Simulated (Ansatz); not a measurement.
## SiO2 (Cristobalite): G0W0 under other settings

A base run on SiO2 (Cristobalite), then changed inputs.

Main program and level: Ansatz 0.2.0; G0W0 on PBE, plane waves, PAW; PAW set soft_1.

The database entry behind the starting cell lists a temperature of 340 K, so it need not match the best structure at ambient conditions.

**1. Set-up**

The structure is tetragonal, space group P4_12_12 (No. 92). Conventional cell: a = 4.982 Å, b = 4.982 Å, c = 6.963 Å, α = 90.00°, β = 90.00°, γ = 90.00°. Nearest to Si lie 4 O at 1.60 to 1.61 Å. Nearest to O lie 2 Si at 1.60 to 1.61 Å. Farther neighbours and most contacts between anions are not listed.

The cell and positions come from the Crystallography Open Database and are kept as given unless a step says otherwise.

**2. The base run: 2×2×2 mesh, 440 empty bands, screening to 108 eV, PAW set soft_1 files**

Now the one-shot GW correction: screening in the RPA, then the self-energy of the levels asked for. This step takes PAW set soft_1 files.

Contents of input.yaml:

```yaml
crystal:
  lattice:
    - [4.982, 0.0, 0.0]
    - [0.0, 4.982, 0.0]
    - [0.0, 0.0, 6.963]
  atoms:
    - { symbol: Si, position: [0.29897, 0.29897, 0.0] }
    - { symbol: Si, position: [0.20103, 0.79897, 0.25] }
    - { symbol: Si, position: [0.70103, 0.70103, 0.5] }
    - { symbol: Si, position: [0.79897, 0.20103, 0.75] }
    - { symbol: O, position: [0.23989, 0.10347, 0.17813] }
    - { symbol: O, position: [0.39653, 0.73989, 0.42813] }
    - { symbol: O, position: [0.76011, 0.89653, 0.67813] }
    - { symbol: O, position: [0.60347, 0.26011, 0.92813] }
    - { symbol: O, position: [0.73989, 0.39653, 0.57187] }
    - { symbol: O, position: [0.89653, 0.76011, 0.32187] }
    - { symbol: O, position: [0.26011, 0.60347, 0.07187] }
    - { symbol: O, position: [0.10347, 0.23989, 0.82187] }
kpoints:
  mp_grid: { grid: [2, 2, 2] }
hamiltonian:
  xc: pbe
  pseudopotentials: { kind: paw, azcp: { folder: soft_1 } }
scf:
  occupations: { method: fixed }
gw:
  n_empty_bands: 440
  ecut_chi: 108
  qp_bands: [v4, c4]
  qp_kpoints: band_edges
  screening: { model: contour_deformation }
```

Started as:

```
> ansatz run input.yaml --threads 3 --pin off --max-ram 92160MiB --backend cuda --events-out ev --progress --plain --runs-dir out --devices 1 --max-vram 13GiB
```

Numbers of over 12 decimals in the logs are rounded to 6 here.

The log of the run:

```text
GPUs: using 1 of 1 available (devices: 1).
Engine: ansatz 0.2.0, x86_64-unknown-linux-gnu
Pseudopotentials: kind: paw
Pseudopotential: Si, paw, valence charge 4, recommended cutoff 420 eV (normal), soft_1/Si.paw.azcp
Pseudopotential: O, paw, valence charge 6, recommended cutoff 420 eV (normal), soft_1/O.paw.azcp
Functional definition: PBE
  parameter kappa = 0.804
  parameter beta = 0.066725
  exchange = pbe_x(kappa = kappa, mu = beta*pi^2/3)
  correlation = pbe_c(beta = beta)
device memory: the entry about to start is reckoned to put 2.4 GiB on a device that reports 40.1 GiB free (of which the cap on the GPU budget leaves the run 13.0 GiB)
GPU FFT provider: cuFFT
GPU libraries: cuBLAS 13.8.2, cuFFT 12.4.0, cuSOLVER 12.3.4
Crystal: 12 atoms, lattice volume = 172.824 Å³
Basis set: ecut = 420 eV, 3387 PW (Γ)
Bands: 44, of which v1, the nominal top of the filled ones, is band 32 counted from 1 (31 counted from 0)
Symmetry: 8 space group operations
Space group: P41212 (ITA 92), of the structure as read, at distance tolerance 5.6e-5 Å
k-points: 6 of 8
Non-local potential: Si, projectors of the file, l = 0: 2, l = 1: 2, l = 2: 1
Non-local potential: O, projectors of the file, l = 0: 2, l = 1: 2, l = 2: 1
PAW form: soft (Blöchl's): semilocal exchange-correlation on the pseudo side does not see the compensation charge
PAW one-centre angular grid: Si, 110 points (default); XC on 64 Gauss nodes
PAW one-centre angular grid: O, 110 points (default); XC on 64 Gauss nodes
Initial density: superposition of atomic densities (chi_scale 0.1, normalization cell, long waves kept (reshape's long-wave potential 0.00 eV rms))
Initial wavefunctions: pseudopotential atomic-orbital guess
GPU buffer pool allocated for 62208 grid points (all kernels)
GPU transforms: local potential and band sums: pruned to the plane-wave sphere, on 36×36×48
Functional: x = pbe(κ = 0.804, μ = 0.219515), c = pbe(β = 0.066725)
SCF iter   1: F=—  HF=-7103.488128 eV  |F-HF|=—  |Δ(HF+E_count)|=         —  Δρ=1.28e-1  dr2=2.54e1  ethr=3.10e-3  ⟨swp⟩=4.8  Hψ=1041  notcnv=0  defer=49
preconditioner: auto → Resta (q_TF=auto, 2.312 Å⁻¹)  ε∞=2.5  [insulator: Δε(μ)=7.424 eV  Ē_g=18.191 eV  n_scr=36 (ndim 8)  ℏωp=22.6 eV  f_vac=0.116  ε∞_Penn≈2.5]
SCF iter   2: F=—  HF=-7096.381988 eV  |F-HF|=—  |Δ(HF+E_count)|=    7.11e0  Δρ=4.21e-2  dr2=1.29e0  ethr=3.10e-3  ⟨swp⟩=4.0  Hψ=701  notcnv=0  defer=55
SCF iter   3: F=—  HF=-7096.275502 eV  |F-HF|=—  |Δ(HF+E_count)|=   1.06e-1  Δρ=2.07e-2  dr2=4.20e-1  ethr=2.01e-3  ⟨swp⟩=2.0  Hψ=244  notcnv=0  defer=55
SCF iter   4: F=—  HF=-7096.283811 eV  |F-HF|=—  |Δ(HF+E_count)|=   8.31e-3  Δρ=1.55e-3  dr2=3.73e-3  ethr=6.57e-4  ⟨swp⟩=3.0  Hψ=424  notcnv=0  defer=56
[...]
NSCF: frozen V_eff on 6 k-points
G₀W₀ screening: q 1/6
[... further progress lines ...]
SCF converged after 8 iterations
Free energy (F): -7096.289235 eV
Harris-Foulkes:  -7096.289235 eV  (|F-HF|=7.96e-9)
Internal energy: -7096.289235 eV  (E = F + TS)
E sigma→0 (E₀):  -7096.289235 eV
Fermi energy:    1.323669 eV
--- Per-component energies (eV) ---
  E_band       = -359.380718
  E_kinetic    = 1560.317688
  E_local      = -4519.597287  (includes V_loc(G=0)·N_el)
  E_nonlocal   = 508.774599
  E_hartree    = 1694.293075
  E_xc         = -805.070723
  E_vxc        = -930.446001  (∫ρ·V_xc dr)
  E_paw        = -3359.183878  (= ΣΔE_a)
  E_vpaw       = -367.020084  (= ΣTr[D̂ρ^β])
  E_aug_tail   = 0.006702  (compensation charges beyond the density's cutoff)
  E_ewald      = -2175.829413
  E_smearing   = -0.000000  (= −TS)
  E_closure    = 0.000000  (closes the sum)
  Σ components = -7096.289235   (vs F -7096.289235, Δ=0.00e0)
--- Band table (eV; the first three rows and the last of 6) ---
  k-point 0: bands = [... 28 lower, 0.6673, 1.0528, 1.0528, 1.3237, 7.0876, 10.2082, 10.2082, 10.6186, ... 8 higher]
  k-point 1: bands = [... 28 lower, 0.8135, 0.8135, 0.9318, 0.9318, 8.3219, 8.3219, 10.8509, 10.8509, ... 8 higher]
  k-point 2: bands = [... 28 lower, 0.6776, 0.6776, 0.8530, 0.8530, 9.1304, 9.1304, 10.6602, 10.6602, ... 8 higher]
  k-point 5: bands = [... 28 lower, 0.6912, 0.6912, 0.6912, 0.6912, 10.6196, 10.6196, 10.6196, 10.6196, ... 8 higher]
--- G₀W₀: contour deformation, 5 samples at zero and on the imaginary axis and 1 off it, 8 q-points, 440 empty bands' worth ---
  eigenvalues of the whole cell's RPA ε∞ on this k-mesh (on a slab, of 1 + 4πα/V) = 2.1609, 2.1855, 2.1855; static W/v taken at q = 0 is 0.458594
  bands read: the sum over 472 bands ends inside a degenerate multiplet in 1 slot, whose members it reads at an even weight; the widest, k=0: bands 472 to 473 (counted from 1) at 1/2 each
  gw.qp_kpoints: band_edges: 6 of 6 stored k-points solved, in 1 pass; an edge of the gap read off the rows below is read off those points alone
    ik  band        ε_KS         Σx   Σc(E_QP)       V_xc       Z   E_QP_lin       E_QP  E_QP is
     0    29      0.6673   -26.6497     4.2496   -20.5682  0.8096    -1.1933    -1.1645  root
     0    30      1.0528   -26.9506     4.2433   -20.9346  0.8096    -0.7460    -0.7199  root
     0    31      1.0528   -26.9506     4.2433   -20.9346  0.8096    -0.7460    -0.7199  root
     0    32      1.3237   -26.8802     4.2032   -20.9299  0.8103    -0.4483    -0.4233  root
     0    33      7.0876    -6.4706    -3.1665   -10.7497  0.8746     8.2065     8.2002  root
     0    34     10.2082    -5.9624    -3.6518   -11.0560  0.8654    11.6628    11.6500  root
     0    35     10.2082    -5.9624    -3.6518   -11.0560  0.8654    11.6628    11.6500  root
     0    36     10.6186    -7.6022    -3.7181   -13.0101  0.8553    12.3275    12.3084  root
[...]
5    33     10.6196    -6.8457    -3.4521   -11.7547  0.8611    12.0901    12.0766  root
     5    34     10.6196    -6.8457    -3.4521   -11.7547  0.8611    12.0901    12.0766  root
     5    35     10.6196    -6.8457    -3.4521   -11.7547  0.8611    12.0901    12.0766  root
     5    36     10.6196    -6.8457    -3.4521   -11.7547  0.8611    12.0901    12.0766  root
```

It took 14 s on 1 × NVIDIA H100 80GB HBM3 (shared by 6 runs) with 3 threads of AMD EPYC 7R13 (Zen 3), shared host; peak memory 1.4 GiB.

The column dr2 measures how far the density is from self-consistency, as an energy; F and HF (Harris–Foulkes) agree once it is small.

Numbers from this step:

```yaml
bands_summed: 472
rpa_eps_infinity_on_this_mesh_eigenvalues: 2.161, 2.186, 2.186
plane_waves_in_the_screening_matrix: 451
q_points_in_the_mesh: 8
g0w0_gap_on_the_mesh: 8.623 eV
k_of_the_valence_top: 0, 0, 0
k_of_the_conduction_bottom: 0, 0, 0
starting_gap_on_the_mesh: 5.764 eV
z_at_the_valence_top: 0.8103
z_at_the_conduction_bottom: 0.8746
least_direct_g0w0_gap_on_the_computed_points: 8.623 eV
```

The gap on the mesh goes from 5.76 eV to 8.62 eV, a correction of +2.86 eV. Between the two edge states, bare exchange in place of the xc potential would open the gap by 10.23 eV, and correlation takes back 7.37 eV.

**3. Variant: norm-conserving files, smooth pair densities**

This step: G0W0 on PBE, plane waves, norm-conserving pseudopotentials.

Edit input.yaml of step 2 so:

```diff
@@ -22,3 +22,3 @@
   xc: pbe
-  pseudopotentials: { kind: paw, azcp: { folder: soft_1 } }
+  pseudopotentials: { kind: nc }
 scf:
@@ -26,4 +26,4 @@
 gw:
-  n_empty_bands: 440
-  ecut_chi: 108
+  n_empty_bands: 280
+  ecut_chi: 80
   qp_bands: [v4, c4]
@@ -31 +31,2 @@
   screening: { model: contour_deformation }
+  pair_densities: pseudo
```

The log of the run:

```text
GPUs: using 1 of 1 available (devices: 1).
[...]
GPU FFT provider: cuFFT
GPU libraries: cuBLAS 13.8.2, cuFFT 12.4.0, cuSOLVER 12.3.4
Crystal: 12 atoms, lattice volume = 172.824 Å³
Basis set: ecut = 1240 eV, 17159 PW (Γ)
Bands: 44, of which v1, the nominal top of the filled ones, is band 32 counted from 1 (31 counted from 0)
Symmetry: 8 space group operations
[...]
k-points: 6 of 8
[...]
GPU buffer pool allocated for 288000 grid points (all kernels)
[...]
SCF iter   1: F=—  HF=-4195.488903 eV  |F-HF|=—  |Δ(HF+E_count)|=         —  Δρ=1.32e-1  dr2=2.57e1  ethr=3.10e-3  ⟨swp⟩=5.0  Hψ=1150  notcnv=0  defer=54
[...]
SCF iter   8: F=-4187.823133 eV  HF=-4187.823133 eV  |F-HF|=1.09e-8  |Δ(HF+E_count)|=   1.42e-6  Δρ=6.44e-6  dr2=4.21e-8  ethr=1.56e-10  ⟨swp⟩=17.0  Hψ=1664  notcnv=0
SCF 1 converged in 8 iterations: F = -4187.823133 eV  dr2 = 4.21e-8
[...]
NSCF: frozen V_eff on 6 k-points
[...]
G₀W₀ screening: q 1/6
[... further progress lines ...]
SCF converged after 8 iterations
Free energy (F): -4187.823133 eV
[...]
Internal energy: -4187.823133 eV  (E = F + TS)
E sigma→0 (E₀):  -4187.823133 eV
Fermi energy:    1.334921 eV
[...]
--- Band table (eV; the first three rows and the last of 6) ---
  k-point 0: bands = [... 28 lower, 0.6794, 1.0678, 1.0678, 1.3349, 7.1067, 10.2130, 10.2130, 10.6158, ... 8 higher]
  k-point 1: bands = [... 28 lower, 0.8268, 0.8268, 0.9430, 0.9430, 8.3383, 8.3383, 10.8445, 10.8445, ... 8 higher]
  k-point 2: bands = [... 28 lower, 0.6884, 0.6884, 0.8665, 0.8665, 9.1434, 9.1434, 10.6608, 10.6608, ... 8 higher]
  k-point 5: bands = [... 28 lower, 0.7010, 0.7010, 0.7010, 0.7010, 10.6278, 10.6278, 10.6278, 10.6278, ... 8 higher]
[...]
0    29      0.6794   -25.8848     4.3842   -19.8597  0.8119    -0.9846    -0.9616  root
     0    30      1.0678   -26.1462     4.3723   -20.1920  0.8123    -0.5350    -0.5142  root
     0    31      1.0678   -26.1462     4.3723   -20.1920  0.8123    -0.5350    -0.5142  root
     0    32      1.3349   -26.1464     4.3297   -20.2754  0.8132    -0.2258    -0.2064  root
     0    33      7.1067    -5.4628    -3.1518    -9.5925  0.8752     8.0895     8.0845  root
     0    34     10.2130    -4.7137    -3.5944    -9.6499  0.8651    11.5659    11.5547  root
     0    35     10.2130    -4.7137    -3.5944    -9.6499  0.8651    11.5659    11.5547  root
     0    36     10.6158    -6.3654    -3.6185   -11.6439  0.8559    12.2944    12.2758  root
[...]
5    33     10.6278    -5.8466    -3.3846   -10.6704  0.8617    12.0804    12.0670  root
     5    34     10.6278    -5.8466    -3.3846   -10.6704  0.8617    12.0804    12.0670  root
     5    35     10.6278    -5.8466    -3.3846   -10.6704  0.8617    12.0804    12.0670  root
     5    36     10.6278    -5.8466    -3.3846   -10.6704  0.8617    12.0804    12.0670  root
```

Wall time 17 s (1 × NVIDIA H100 80GB HBM3 (shared by 6 runs) with 3 threads); peak memory 1.7 GiB; 13 s of CPU time.

The G0W0 gap on the mesh is 8.291 eV.

Against the base:

```csv
setting,base,variant
files,PAW set soft_1,norm-conserving
empty bands,440,280
screening cutoff (eV),108,80
pair densities,-,pseudo
```

```csv
quantity,variant,base
starting gap on the mesh,5.772,5.764
G0W0 gap on the mesh,8.291,8.623
least direct G0W0 gap on the computed points,8.291,8.623
Z at the valence top,0.813,0.810
Z at the conduction bottom,0.875,0.875
```

**4. Variant: no symmetry**

This step: G0W0 on PBE, plane waves, PAW; PAW set soft_1.

Edit input.yaml of step 3 so:

```diff
@@ -18,2 +18,3 @@
     - { symbol: O, position: [0.10347, 0.23989, 0.82187] }
+  symmetry: { detect: false }
 kpoints:
@@ -22,3 +23,3 @@
   xc: pbe
-  pseudopotentials: { kind: nc }
+  pseudopotentials: { kind: paw, azcp: { folder: soft_1 } }
 scf:
@@ -26,4 +27,4 @@
 gw:
-  n_empty_bands: 280
-  ecut_chi: 80
+  n_empty_bands: 182
+  ecut_chi: 60
   qp_bands: [v4, c4]
@@ -31,2 +32 @@
   screening: { model: contour_deformation }
-  pair_densities: pseudo
```

The log of the run:

```text
GPUs: using 1 of 1 available (devices: 1).
[...]
GPU FFT provider: cuFFT
GPU libraries: cuBLAS 13.8.2, cuFFT 12.4.0, cuSOLVER 12.3.4
Crystal: 12 atoms, lattice volume = 172.824 Å³
Basis set: ecut = 420 eV, 3387 PW (Γ)
Bands: 44, of which v1, the nominal top of the filled ones, is band 32 counted from 1 (31 counted from 0)
Symmetry: 1 space group operations
k-points: 8
[...]
GPU buffer pool allocated for 62208 grid points (all kernels)
[...]
SCF iter   1: F=—  HF=-7103.488077 eV  |F-HF|=—  |Δ(HF+E_count)|=         —  Δρ=1.28e-1  dr2=2.54e1  ethr=3.10e-3  ⟨swp⟩=4.8  Hψ=1379  notcnv=0  defer=69
[...]
SCF iter   9: F=-7096.289235 eV  HF=-7096.289235 eV  |F-HF|=1.65e-8  |Δ(HF+E_count)|=   3.94e-7  Δρ=5.93e-6  dr2=4.26e-8  ethr=1.56e-10  ⟨swp⟩=14.2  Hψ=1911  notcnv=0
SCF 1 converged in 9 iterations: F = -7096.289235 eV  dr2 = 4.26e-8
[...]
G₀W₀ screening: q 1/8
[... further progress lines ...]
SCF converged after 9 iterations
Free energy (F): -7096.289235 eV
[...]
Internal energy: -7096.289235 eV  (E = F + TS)
E sigma→0 (E₀):  -7096.289235 eV
Fermi energy:    1.323684 eV
[...]
--- Band table (eV; the first three rows and the last of 8) ---
  k-point 0: bands = [... 28 lower, 0.6673, 1.0528, 1.0528, 1.3237, 7.0876, 10.2082, 10.2082, 10.6186, ... 8 higher]
  k-point 1: bands = [... 28 lower, 0.8135, 0.8136, 0.9317, 0.9318, 8.3219, 8.3219, 10.8509, 10.8509, ... 8 higher]
  k-point 2: bands = [... 28 lower, 0.6776, 0.6777, 0.8530, 0.8531, 9.1304, 9.1304, 10.6602, 10.6602, ... 8 higher]
  k-point 7: bands = [... 28 lower, 0.6911, 0.6912, 0.6912, 0.6912, 10.6196, 10.6196, 10.6196, 10.6196, ... 8 higher]
[...]
0    29      0.6673   -26.6496     4.4590   -20.5682  0.8161    -0.9778    -0.9552  root
     0    30      1.0528   -26.9506     4.4514   -20.9346  0.8166    -0.5322    -0.5117  root
     0    31      1.0528   -26.9506     4.4514   -20.9346  0.8166    -0.5322    -0.5117  root
     0    32      1.3237   -26.8802     4.4129   -20.9299  0.8175    -0.2331    -0.2136  root
     0    33      7.0876    -6.4706    -3.1251   -10.7496  0.8778     8.2487     8.2416  root
     0    34     10.2082    -5.9624    -3.4698   -11.0560  0.8681    11.8486    11.8320  root
     0    35     10.2082    -5.9624    -3.4698   -11.0560  0.8681    11.8486    11.8320  root
     0    36     10.6186    -7.6022    -3.5162   -13.0101  0.8593    12.5350    12.5104  root
[...]
7    33     10.6196    -6.8456    -3.2974   -11.7546  0.8646    12.2483    12.2312  root
     7    34     10.6196    -6.8456    -3.2974   -11.7546  0.8646    12.2483    12.2312  root
     7    35     10.6196    -6.8456    -3.2974   -11.7546  0.8646    12.2483    12.2312  root
     7    36     10.6196    -6.8456    -3.2974   -11.7546  0.8646    12.2483    12.2312  root
```

Run time: 13 s. Hardware: 1 × NVIDIA H100 80GB HBM3 (shared by 6 runs) with 3 threads; peak memory 1.2 GiB.

The G0W0 gap on the mesh is 8.455 eV.

Against the base:

```csv
setting,base,variant
empty bands,440,182
screening cutoff (eV),108,60
symmetry detection,-,false
```

```csv
quantity,variant,base
starting gap on the mesh,5.764,5.764
G0W0 gap on the mesh,8.455,8.623
least direct G0W0 gap on the computed points,8.455,8.623
Z at the valence top,0.817,0.810
Z at the conduction bottom,0.878,0.875
```

**5. Summary of results**

| Item | Value |
| --- | --- |
| base | 8.62 eV, 14 s |
| norm-conserving files, smooth pair densities | 8.29 eV, 17 s |
| no symmetry | 8.46 eV, 13 s |

What this shows: Norm-conserving files, smooth pair densities: the gap moves by −0.33 eV (the plane-wave cutoff goes from 420 to 1240 eV). The variant differs from the base in files, empty bands, screening cutoff and pair densities together, so the change can't be laid to one of them. No symmetry: the gap moves by −0.17 eV. The variant differs from the base in empty bands, screening cutoff and symmetry detection together, so the change can't be laid to one of them. Symmetry itself changes the cost, not the physics. All runs here use a coarse mesh and modest cutoffs; they test settings and are not final values. The 2×2×2 mesh is coarse for this cell (its supercell is 10 Å along the shortest edge). The RPA ε∞ on it, from the PBE start, is 2.16 and 2.19; such meshes misread the long-range screening, most where the gap is narrow.

[Paths, hosts, dates, memory and timing lines, banners, echoed tables and standing remarks are left out of the program output.]

[Logs are printed without paths, hosts, clocks, repeated set-up lines and the standing remarks that a program may print on its own settings, such as how far it seeks lower states.]

[Runs of the session that timed out or met a known fault of the program may be left out.]

[Cells called generated may have been cut or substituted from an entry of the Crystallography Open Database or the Materials Project.]

[Hosts, paths, dates, database ids (printed as entryN), source tags and the programs' standing remarks are cut or masked in the printed files.]
